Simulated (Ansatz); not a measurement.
# Bi (R-3m, 2 atoms in the cell): modes against uniaxial strain along c

Wanted: the shifts of the zone-centre modes of Bi (R-3m, 2 atoms in the cell) with strain.

Method: DFT PBEsol, scalar-relativistic, plane waves, PAW; PAW set soft_1, in Ansatz 0.2.0.

The database entry behind the starting cell lists a temperature near 78 K, so it need not match the best structure at ambient conditions.

## Step 1: The starting structure

It takes space group R-3m (No. 166, trigonal). Conventional cell: a = 4.535 Å, b = 4.535 Å, c = 11.814 Å, α = 90.00°, β = 90.00°, γ = 120.00°. Bi has 3 Bi at 3.06 Å nearest.

## Step 2: Relaxation

Harmonic phonons are second derivatives at a point where the forces vanish, and they are wanted at zero stress, so atoms and cell are relaxed first.

Input file input.yaml:

```yaml
crystal:
  lattice:
    - [2.2675, 1.3091417354, 3.938]
    - [-2.2675, 1.3091417354, 3.938]
    - [0.0, -2.6182834708, 3.938]
  atoms:
    - { symbol: Bi, position: [0.234, 0.234, 0.234] }
    - { symbol: Bi, position: [0.766, 0.766, 0.766] }
kpoints:
  mp_grid: { grid: [12, 12, 12] }
hamiltonian:
  xc: pbesol
  pseudopotentials: { kind: paw, azcp: { folder: soft_1 }, xc_functional: pbe }
scf:
  occupations: { method: gaussian, width: 0.1 }
output:
  forces: true
  stress: true
  eigenvalues: true
relax:
  adjacent_minimum: "off"
  f_tol: 0.005
  max_steps: 80
  cell: { stress_tol: 0.05 }
```

Command:

```console
ansatz run input.yaml --threads 4 --pin off --max-ram 10240MiB --backend cpu --events-out ev --progress --plain --runs-dir out
```

Numbers of over 12 decimals in the logs are rounded to 6 here.

What it wrote:

```text
Engine: ansatz 0.2.0, aarch64-unknown-linux-gnu
Pseudopotentials: kind: paw
Pseudopotential: Bi, paw, valence charge 15, recommended cutoff 420 eV (normal), soft_1/Bi.paw.azcp
Functional definition: PBEsol
  exchange = pbesol_x
  correlation = pbesol_c
Crystal: 2 atoms, lattice volume = 70.139 Å³
Basis set: ecut = 420 eV, 1369 PW (Γ), exchange–correlation on 64×64×64 points (8 copies of the dense FFT grid, shifted against one another)
Bands: 19, of which v1, the nominal top of the filled ones, is band 15 counted from 1 (14 counted from 0)
Symmetry: 12 space group operations
Space group: R-3m (ITA 166), of the structure as read, at distance tolerance 4.1e-5 Å
k-points: 189 of 1728
Non-local potential: Bi, projectors of the file, l = 0: 2, l = 1: 2, l = 2: 2, l = 3: 1
PAW form: soft (Blöchl's): semilocal exchange-correlation on the pseudo side does not see the compensation charge
PAW frozen core: Bi, regenerated for the run's functional, and the local potential with it (the file was generated under x = pbe(κ = 0.804, μ = 0.219515), c = pbe(β = 0.066725))
PAW one-centre angular grid: Bi, 590 points (default); XC on 64 Gauss nodes
Initial density: superposition of atomic densities (chi_scale 0.1, normalization cell)
Initial wavefunctions: pseudopotential atomic-orbital guess
Functional: x = pbesol(κ = 0.804, μ = 0.123457), c = pbesol(β = 0.046)
SCF iter   1: F=—  HF=-24488.940238 eV  |F-HF|=—  |Δ(HF+E_count)|=         —  Δρ=1.15e-2  dr2=7.73e-2  ethr=3.10e-3  ⟨swp⟩=6.0  Hψ=18109  notcnv=0
preconditioner: auto → Kerker (q_TF=auto, 2.368 Å⁻¹)  [metal: Δε(μ)=0.041 eV  Ē_g=20.185 eV  σ=0.100 eV  W_gap=0.23  n_scr=14 (ndim 8)  ℏωp=24.3 eV  f_vac=0.000  D(μ)=0.23/eV (n_scr^D=0)]
SCF iter   2: F=—  HF=-24488.931059 eV  |F-HF|=—  |Δ(HF+E_count)|=   9.18e-3  Δρ=7.40e-3  dr2=3.37e-2  ethr=2.58e-4  ⟨swp⟩=1.0  Hψ=5103  notcnv=0
SCF iter   3: F=—  HF=-24488.926781 eV  |F-HF|=—  |Δ(HF+E_count)|=   4.28e-3  Δρ=8.94e-4  dr2=8.54e-4  ethr=1.12e-4  ⟨swp⟩=2.0  Hψ=6429  notcnv=0
SCF iter   4: F=—  HF=-24488.926719 eV  |F-HF|=—  |Δ(HF+E_count)|=   6.27e-5  Δρ=3.86e-4  dr2=1.31e-4  ethr=2.85e-6  ⟨swp⟩=2.0  Hψ=6428  notcnv=0
SCF iter   5: F=—  HF=-24488.926700 eV  |F-HF|=—  |Δ(HF+E_count)|=   1.88e-5  Δρ=1.37e-4  dr2=2.56e-5  ethr=4.36e-7  ⟨swp⟩=2.0  Hψ=5943  notcnv=0
SCF iter   6: F=—  HF=-24488.926701 eV  |F-HF|=—  |Δ(HF+E_count)|=   1.03e-6  Δρ=2.72e-5  dr2=8.40e-7  ethr=8.53e-8  ⟨swp⟩=2.0  Hψ=4554  notcnv=0
SCF iter   7: F=-24488.926701 eV  HF=-24488.926701 eV  |F-HF|=1.08e-8  |Δ(HF+E_count)|=   2.34e-7  Δρ=5.82e-6  dr2=5.02e-8  ethr=3.33e-10  ⟨swp⟩=6.1  Hψ=17365  notcnv=0
SCF 1 converged in 7 iterations: F = -24488.926701 eV  dr2 = 5.02e-8
  greatest PAW one-centre occupation: 0.988 electrons in one spin orbital (limit 2), on the Bi atom at site 1 (counted from 0), in its partial waves of l = 2
relax step   1: F+E_penalty+E_count = -24488.92670101 eV  Δ(F+E_penalty+E_count) = +0.000e0 eV  max|allowed force component| = 1.576e-1 eV/Å  Δτ_max = 0.0000 Å  P = -0.217 GPa  Ω = 70.139 Å³  (7 SCF iters, dr2 threshold 1.00e-7 eV, accepted)
Crystal: 2 atoms, lattice volume = 69.388 Å³
Basis set: ecut = 420 eV, 1333 PW (Γ), exchange–correlation on 64×64×64 points (8 copies of the dense FFT grid, shifted against one another)
Initial density: handed on by an earlier stage of this run
Initial wavefunctions: those handed on with the density
iter 1 solved again at ethr=1.71e-6 eV; its pass at ethr=3.10e-3 eV (dr2=5.13e-4 eV) is discarded
SCF iter   1: F=—  HF=-24488.931024 eV  |F-HF|=—  |Δ(HF+E_count)|=         —  Δρ=9.35e-4  dr2=5.04e-4  ethr=1.71e-6  ⟨swp⟩=2.2  Hψ=22733  notcnv=0
preconditioner: auto → Kerker (q_TF=auto, 2.372 Å⁻¹)  [metal: Δε(μ)=0.057 eV  Ē_g=20.300 eV  σ=0.100 eV  W_gap=0.31  n_scr=14 (ndim 8)  ℏωp=24.4 eV  f_vac=0.000  D(μ)=0.27/eV (n_scr^D=0)]
SCF iter   2: F=—  HF=-24488.930949 eV  |F-HF|=—  |Δ(HF+E_count)|=   7.50e-5  Δρ=5.62e-4  dr2=1.86e-4  ethr=1.68e-6  ⟨swp⟩=1.0  Hψ=3591  notcnv=0
SCF iter   3: F=—  HF=-24488.930918 eV  |F-HF|=—  |Δ(HF+E_count)|=   3.11e-5  Δρ=7.51e-5  dr2=4.99e-6  ethr=6.20e-7  ⟨swp⟩=3.0  Hψ=6434  notcnv=0
SCF iter   4: F=—  HF=-24488.930918 eV  |F-HF|=—  |Δ(HF+E_count)|=   1.81e-7  Δρ=2.08e-5  dr2=5.27e-7  ethr=1.66e-8  ⟨swp⟩=2.7  Hψ=5732  notcnv=0
SCF iter   5: F=-24488.930918 eV  HF=-24488.930918 eV  |F-HF|=1.11e-9  |Δ(HF+E_count)|=   2.73e-8  Δρ=7.26e-6  dr2=7.70e-8  ethr=6.67e-10  ⟨swp⟩=5.0  Hψ=14492  notcnv=0
SCF 2 converged in 5 iterations: F = -24488.930918 eV  dr2 = 7.70e-8
relax step   2: F+E_penalty+E_count = -24488.93091823 eV  Δ(F+E_penalty+E_count) = -4.217e-3 eV  max|allowed force component| = 4.042e-2 eV/Å  Δτ_max = 0.0295 Å  P = -0.248 GPa  Ω = 69.388 Å³  energy of the carried Pulay correction = +5.090e-5 eV  (5 SCF iters, dr2 threshold 2.00e-7 eV, accepted)
Crystal: 2 atoms, lattice volume = 68.988 Å³
iter 1 solved again at ethr=2.93e-7 eV; its pass at ethr=3.10e-3 eV (dr2=8.80e-5 eV) is discarded
SCF iter   1: F=—  HF=-24488.931974 eV  |F-HF|=—  |Δ(HF+E_count)|=         —  Δρ=1.69e-4  dr2=2.64e-5  ethr=2.93e-7  ⟨swp⟩=3.8  Hψ=23524  notcnv=0
preconditioner: auto → Kerker (q_TF=auto, 2.375 Å⁻¹)  [metal: Δε(μ)=0.070 eV  Ē_g=20.332 eV  σ=0.100 eV  W_gap=0.37  n_scr=14 (ndim 8)  ℏωp=24.5 eV  f_vac=0.000  D(μ)=0.26/eV (n_scr^D=0)]
SCF iter   2: F=—  HF=-24488.931972 eV  |F-HF|=—  |Δ(HF+E_count)|=   1.28e-6  Δρ=1.14e-4  dr2=1.37e-5  ethr=8.82e-8  ⟨swp⟩=1.0  Hψ=3591  notcnv=0
SCF iter   3: F=—  HF=-24488.931970 eV  |F-HF|=—  |Δ(HF+E_count)|=   2.59e-6  Δρ=1.94e-5  dr2=4.31e-7  ethr=4.56e-8  ⟨swp⟩=2.0  Hψ=4147  notcnv=0
SCF iter   4: F=-24488.931970 eV  HF=-24488.931970 eV  |F-HF|=1.23e-8  |Δ(HF+E_count)|=   9.35e-8  Δρ=5.43e-6  dr2=2.48e-8  ethr=6.67e-10  ⟨swp⟩=5.3  Hψ=14915  notcnv=0
SCF 3 converged in 4 iterations: F = -24488.931970 eV  dr2 = 2.48e-8
relax step   3: F+E_penalty+E_count = -24488.93197000 eV  Δ(F+E_penalty+E_count) = -1.052e-3 eV  max|allowed force component| = 1.059e-2 eV/Å  Δτ_max = 0.0022 Å  P = +0.055 GPa  Ω = 68.988 Å³  energy of the carried Pulay correction = +7.819e-5 eV  (4 SCF iters, dr2 threshold 2.00e-7 eV, accepted)
[...]
relax step   4: F+E_penalty+E_count = -24488.93239711 eV  Δ(F+E_penalty+E_count) = -4.271e-4 eV  max|allowed force component| = 1.459e-2 eV/Å  Δτ_max = 0.0016 Å  P = +0.024 GPa  Ω = 68.945 Å³  energy of the carried Pulay correction = +8.115e-5 eV  (4 SCF iters, dr2 threshold 5.59e-8 eV, accepted)
[...]
relax step   5: F+E_penalty+E_count = -24488.93246560 eV  Δ(F+E_penalty+E_count) = -6.849e-5 eV  max|allowed force component| = 1.543e-3 eV/Å  Δτ_max = 0.0032 Å  P = -0.001 GPa  Ω = 68.886 Å³  energy of the carried Pulay correction = +8.517e-5 eV  (5 SCF iters, dr2 threshold 1.33e-8 eV, accepted)
Initial wavefunctions: pseudopotential atomic-orbital guess (no wavefunctions were taken with the density)
iter 1 solved again at ethr=1.83e-7 eV; its pass at ethr=3.10e-3 eV (dr2=5.49e-5 eV) is discarded
SCF iter   1: F=—  HF=-24488.932385 eV  |F-HF|=—  |Δ(HF+E_count)|=         —  Δρ=1.34e-5  dr2=2.36e-8  ethr=1.83e-7  ⟨swp⟩=3.6  Hψ=29437  notcnv=0
eigensolver tolerance schedule: the retry pair's looser diagonalisation over-reported the residual by 2324.15 of it (diagonalisation noise at 0.16 of the residual, at the tolerance the schedule requests for it); recorded, not acted on — ethr = c·dr2/N_el stays at c = 1.0e-1
preconditioner: auto → Kerker (q_TF=auto, 2.375 Å⁻¹)  [metal: Δε(μ)=0.080 eV  Ē_g=20.335 eV  σ=0.100 eV  W_gap=0.40  n_scr=14 (ndim 8)  ℏωp=24.5 eV  f_vac=0.000  D(μ)=0.25/eV (n_scr^D=0)]
SCF iter   2: F=—  HF=-24488.932382 eV  |F-HF|=—  |Δ(HF+E_count)|=   2.47e-6  Δρ=7.02e-6  dr2=6.46e-9  ethr=7.86e-11  ⟨swp⟩=2.1  Hψ=6371  notcnv=0
SCF iter   3: F=—  HF=-24488.932382 eV  |F-HF|=—  |Δ(HF+E_count)|=   6.17e-9  Δρ=1.08e-6  dr2=3.77e-10  ethr=2.15e-11  ⟨swp⟩=3.0  Hψ=6690  notcnv=0
SCF iter   4: F=—  HF=-24488.932382 eV  |F-HF|=—  |Δ(HF+E_count)|=  1.89e-10  Δρ=1.82e-7  dr2=4.45e-11  ethr=1.26e-12  ⟨swp⟩=2.0  Hψ=4538  notcnv=0
SCF iter   5: F=-24488.932382 eV  HF=-24488.932382 eV  |F-HF|=1.46e-11  |Δ(HF+E_count)|=  1.82e-11  Δρ=5.37e-8  dr2=2.90e-12  ethr=1.00e-12  ⟨swp⟩=6.1  Hψ=14989  notcnv=0
SCF 6 converged in 5 iterations: F = -24488.932382 eV  dr2 = 2.90e-12
relax step   6: F+E_penalty+E_count = -24488.93238224 eV  Δ(F+E_penalty+E_count) = +8.336e-5 eV  max|allowed force component| = 1.541e-3 eV/Å  Δτ_max = 0.0000 Å  P = -0.001 GPa  Ω = 68.886 Å³  stress off target by 1.40e-2 GPa  SCF on the basis re-selected at this cell (its energy is not comparable with the rows above)  (5 SCF iters)
basis re-selected at this cell: Δ(F+E_penalty+E_count) = +8.336e-5 eV, ΔP = -0.000 GPa vs the last step (what re-selecting the basis moved, of the pressure what is left beyond the Pulay correction that the steps carried, after the strain that the cell walked since its last selection, with what the two solves' SCF thresholds leave and, on support functions, any second-order correction that the steps lacked; it is no m [...]
SCF converged after 5 iterations
Free energy (F): -24488.932382 eV
Harris-Foulkes:  -24488.932382 eV  (|F-HF|=1.46e-11)
Internal energy: -24488.931156 eV  (E = F + TS)
E sigma→0 (E₀):  -24488.931769 eV
Entropy (-TS):   -0.001226 eV (-0.613 meV/atom)
Fermi energy:    9.874881 eV
--- Per-component energies (eV) ---
  E_band       = -212.251177
  E_kinetic    = 508.771207
  E_local      = -2678.402868  (includes V_loc(G=0)·N_el)
  E_nonlocal   = 820.632811
  E_hartree    = 995.081583
  E_xc         = -300.608018
  E_vxc        = -261.637892  (∫ρ·V_xc dr)
  E_paw        = -21019.205544  (= ΣΔE_a)
  E_vpaw       = -591.778035  (= ΣTr[D̂ρ^β])
  E_aug_tail   = 0.000411  (compensation charges beyond the density's cutoff)
  E_ewald      = -2815.380327
  E_core_change = 0.179589  (= ΣΔE_core)
  E_smearing   = -0.001226  (= −TS)
  E_closure    = 0.000000  (closes the sum)
  Σ components = -24488.932382   (vs F -24488.932382, Δ=0.00e0)
--- Forces (eV/Å), atoms counted from 1 ---
  atom   1  Bi     0.00000000     0.00000000    -0.00154129
  atom   2  Bi    -0.00000000    -0.00000000     0.00154129
  max |Σ_I F_I| component: 1.85e-17 eV/Å
--- Stress (GPa, compression-positive) ---
        0.005243       0.000000      -0.000000
        0.000000       0.005243       0.000000
       -0.000000       0.000000      -0.014015
  P = ⅓ Tr σ = -0.0012 GPa (-0.012 kbar)
--- Band table (eV; the first three rows and the last of 189) ---
  k-point 0: bands = [... 11 lower, 2.4710, 8.3714, 8.6448, 8.6448, 12.6145, 12.9304, 12.9304, 15.3767]
  k-point 1: bands = [... 11 lower, 2.3077, 8.4066, 8.6468, 8.6577, 12.4565, 12.5867, 12.7386, 15.0804]
  k-point 2: bands = [... 11 lower, 1.8595, 8.4757, 8.6585, 8.7166, 11.7804, 12.1399, 12.2655, 14.8454]
  k-point 188: bands = [... 11 lower, -0.2645, 9.0347, 9.3511, 9.3511, 10.4138, 10.4138, 10.4557, 17.0938]
--- Relaxed structure (5 steps of the walk, 5 accepted, 1 SCFs on fresh bases) ---
  F+E_penalty+E_count = -24488.93238224 eV   max|allowed force component| = 1.541e-3 eV/Å   (the final SCF, on the basis selected at the relaxed cell)
  cell:  # Å, volume = 68.8859 Å³
    - [2.262524, 1.306269, 3.884665]
    - [-2.262524, 1.306269, 3.884665]
    - [0, -2.612538, 3.884665]
  atoms:
    - { symbol: Bi, position: [0.236718, 0.236718, 0.236718] }
    - { symbol: Bi, position: [0.763282, 0.763282, 0.763282] }
```

It took 19 s on 4 threads of Arm Neoverse V1, shared host; peak memory 0.51 GiB; 75 s of CPU time.

Step by step:

```tsv
step	energy less that of the first step (eV)	largest force component (eV/Å)	pressure (GPa)	volume (Å³)
1	0.0000	0.1576	-0.22	70.14
2	-0.0042	0.0404	-0.25	69.39
3	-0.0053	0.0106	0.05	68.99
4	-0.0057	0.0146	0.02	68.94
5	-0.0058	0.0015	0.00	68.89
6*	-0.0057	0.0015	0.00	68.89
```

Relaxation steps marked * repeat the geometry before them on a plane-wave basis chosen anew for their cell, so energy and pressure can jump there.

The run keeps the 12 symmetry operations that it works with, so distortions that break them were not tested.

```tsv
conventional cell, symmetrised	before	after	change
a (Å)	4.535	4.525	-0.2 %
b (Å)	4.535	4.525	-0.2 %
c (Å)	11.814	11.654	-1.4 %
volume (Å³/atom)	35.07	34.44	-1.8 %
```

The atoms that moved most (Å, as changes of fractional coordinates times the final cell):

```tsv
atom	dx	dy	dz	length
Bi1	0.000	0.000	0.032	0.032
Bi2	0.000	0.000	-0.032	0.032
```

Final coordinates:

```cif
data_structure
_symmetry_space_group_name_H-M 'P 1'
_symmetry_Int_Tables_number 1
_cell_length_a 4.6815
_cell_length_b 4.6815
_cell_length_c 4.6815
_cell_angle_alpha 57.802
_cell_angle_beta 57.802
_cell_angle_gamma 57.802
_cell_volume 68.89
loop_
_atom_site_label
_atom_site_type_symbol
_atom_site_fract_x
_atom_site_fract_y
_atom_site_fract_z
_atom_site_occupancy
Bi1 Bi 0.23672 0.23672 0.23672 1
Bi2 Bi 0.76328 0.76328 0.76328 1
```

This step gave:

| Quantity | Value |
| --- | --- |
| pressure | -0.001177 GPa |
| volume per atom | 34.44 Å³ |
| gap on the k-mesh | 0 eV |

In this step the volume went from 35.07 to 34.44 Å³/atom.

## Step 3: Tight relaxation

Phonons need small forces and stress, so the relaxation is finished with tight tolerances on 12×12×12 k points.

input.yaml, the sections that differ from step 2:

```yaml
crystal:
  lattice:
    - [2.2625239534, 1.3062688136, 3.8846650256]
    - [-2.2625239534, 1.3062688136, 3.8846650256]
    - [0.0, -2.6125376271, 3.8846650256]
  atoms:
    - { symbol: Bi, position: [0.2367176603, 0.2367176603, 0.2367176603] }
    - { symbol: Bi, position: [0.7632823397, 0.7632823397, 0.7632823397] }
scf:
  occupations: { method: methfessel_paxton, width: 0.2 }
relax:
  adjacent_minimum: "off"
  f_tol: 0.001
  max_steps: 60
  cell: { stress_tol: 0.01 }
# kpoints, hamiltonian, output: as in step 2
```

What it wrote:

```text
[...]
Crystal: 2 atoms, lattice volume = 68.886 Å³
Basis set: ecut = 420 eV, 1333 PW (Γ), exchange–correlation on 64×64×64 points (8 copies of the dense FFT grid, shifted against one another)
Bands: 19, of which v1, the nominal top of the filled ones, is band 15 counted from 1 (14 counted from 0)
Symmetry: 12 space group operations
[...]
k-points: 189 of 1728
[...]
k-point 188: bands = [... 11 lower, -0.2621, 9.0307, 9.3480, 9.3480, 10.4134, 10.4134, 10.4560, 17.0925]
--- Relaxed structure (3 steps of the walk, 3 accepted, 1 SCFs on fresh bases) ---
[...]
cell:  # Å, volume = 68.8876 Å³
    - [2.262771, 1.306412, 3.883908]
    - [-2.262771, 1.306412, 3.883908]
    - [0, -2.612823, 3.883908]
  atoms:
    - { symbol: Bi, position: [0.236679, 0.236679, 0.236679] }
    - { symbol: Bi, position: [0.763321, 0.763321, 0.763321] }
[key lines of the parts left out:]
SCF converged after 5 iterations
Free energy (F): -24488.931452 eV
Fermi energy:    9.872618 eV
P = ⅓ Tr σ = 0.0003 GPa (0.003 kbar)
```

Run time: 13 s. Hardware: 4 threads; peak memory 0.51 GiB; 50 s of CPU time.

Little changed from the start: no atom moved by 0.005 Å and no cell edge by 0.1 %.

This step gave:

| Quantity | Value |
| --- | --- |
| pressure | 3.46e-4 GPa |

The largest force component left is 0.012 meV/Å and the pressure is 0.000 GPa, within the tolerances set. The cell now holds 34.44 Å³/atom.

## Step 4: Zone-centre response at rest

The force constants come from the linear response of the density to a displacement.

The modes at rest are the reference of the series.

input.yaml, the sections that differ from step 3:

```yaml
crystal:
  lattice:
    - [2.2627711995, 1.3064115611, 3.8839076286]
    - [-2.2627711995, 1.3064115611, 3.8839076286]
    - [0.0, -2.6128231222, 3.8839076286]
  atoms:
    - { symbol: Bi, position: [0.2366793767, 0.2366793767, 0.2366793767] }
    - { symbol: Bi, position: [0.7633206233, 0.7633206233, 0.7633206233] }
output:
  eigenvalues: true
phonons:
  method: dfpt
# kpoints, hamiltonian, scf: as in step 3
# relax: removed
```

What it wrote:

```text
[...]
Crystal: 2 atoms, lattice volume = 68.888 Å³
Basis set: ecut = 420 eV, 1333 PW (Γ), exchange–correlation on 64×64×64 points (8 copies of the dense FFT grid, shifted against one another)
Bands: 19, of which v1, the nominal top of the filled ones, is band 15 counted from 1 (14 counted from 0)
Symmetry: 12 space group operations
k-points: 476 of 1728 (irreducible under 2 space group operations, time reversal used)
[...]
SCF iter   1: F=—  HF=-24488.944561 eV  |F-HF|=—  |Δ(HF+E_count)|=         —  Δρ=1.12e-2  dr2=7.29e-2  ethr=3.10e-3  ⟨swp⟩=5.5  Hψ=43732  notcnv=0
[...]
SCF iter  10: F=-24488.931452 eV  HF=-24488.931452 eV  |F-HF|=1.46e-11  |Δ(HF+E_count)|=  2.91e-11  S|Δr|=    0.00e0  Δρ=6.75e-8  dr2=7.01e-12  ethr=1.00e-12  ⟨swp⟩=5.3  Hψ=35038  notcnv=0
SCF 1 converged in 10 iterations: F = -24488.931452 eV  dr2 = 7.01e-12
[...]
DFPT response loops at Γ: preconditioner auto → Kerker (q_TF=auto, 2.375 Å⁻¹) (partly filled bands, converged f_vac=0.000); β = 1.00, the filter's whole step (`scf.mixing.beta` (0.50) is not read by the response loops under this deck's `scf.mixing.preconditioner`; to damp them name `kerker` or `kerker_dos`, under which they read `scf.mixing.beta`, and type it under 1.00, their step now; both keys bind the ground state too); Broyden in place of MSR1
SCF converged after 10 iterations
[...]
Free energy (F): -24488.931452 eV
[...]
Internal energy: -24488.933009 eV  (E = F + TS)
E sigma→0 (E₀):  -24488.931841 eV
Entropy (-TS):   0.001556 eV (0.778 meV/atom)
Fermi energy:    9.872618 eV
[...]
--- Band table (eV; the first three rows and the last of 476) ---
  k-point 0: bands = [... 11 lower, 2.4711, 8.3742, 8.6428, 8.6428, 12.6113, 12.9299, 12.9299, 15.3799]
  k-point 1: bands = [... 11 lower, 2.3077, 8.4092, 8.6448, 8.6560, 12.4541, 12.5862, 12.7384, 15.0799]
  k-point 2: bands = [... 11 lower, 1.8594, 8.4774, 8.6564, 8.7159, 11.7801, 12.1388, 12.2659, 14.8446]
  k-point 475: bands = [... 11 lower, -0.2621, 9.0307, 9.3480, 9.3480, 10.4134, 10.4134, 10.4560, 17.0925]
--- Phonons (Γ-DFPT): 2 representative perturbations + reference, on 476 of 1728 k-points (Σ response iterations 6) ---
  k mesh reduced under 2 symmetry operations, with k and −k counted as one. Each operation leaves every solved perturbation unchanged. A smaller set is not used because it would not reduce the number of displacements times k-points to solve
  ASR residual: 2.067e-5 → 0.000e0 eV/Å²; symmetrization residual: 2.592e-5 eV/Å²
  ASR residual per site (eV/Å²): 2.07e-5 2.07e-5
  Γ frequencies (cm⁻¹): 0.00 0.00 0.00 65.25 65.25 99.19
  non-analytic LO–TO correction: not included (Born effective charges unavailable; polar crystals: no LO–TO splitting at Γ)
```

Elapsed: 43 s, on 4 threads; peak memory 1.8 GiB; 2.7 min of CPU time.

Numbers from this step:

* sum-rule residual before enforcement: 2.07e-5 eV/Å²
* point group: -3m
* highest optical mode at the zone centre (no LO-TO term): 99.19 cm⁻¹
* lowest optical zone-centre mode: 65.25 cm⁻¹

Patterns of degenerate modes are one choice out of their space. Modes at Γ:

```tsv
mode	frequency (cm⁻¹)	symmetry
1	0.0	acoustic
2	0.0	acoustic
3	0.0	acoustic
4	65.2	Eg
5	65.2	Eg
6	99.2	A1g
```

Displacements in mode 5 (65.2 cm⁻¹), the largest set to 1:
```
Bi1  0.00  1.00  0.00
Bi2  0.00 -1.00  0.00
```

Displacements in mode 6 (99.2 cm⁻¹), the largest set to 1:
```
Bi1  0.00  0.00 -1.00
Bi2  0.00  0.00  1.00
```

Before it was imposed, the acoustic sum rule was missed by 2.1e-5 eV/Å². Small misses are needed for a sound result but don't prove that mesh and cutoff are converged. The lowest optical mode is real, 65.2 cm⁻¹.

[end of part 1 of 2]

[Logs are printed without paths, hosts, clocks, repeated set-up lines and the standing remarks that a program may print on its own settings, such as how far it seeks lower states.]

[Hosts, paths, dates, database ids (printed as entryN), source tags and the programs' standing remarks are cut or masked in the printed files.]
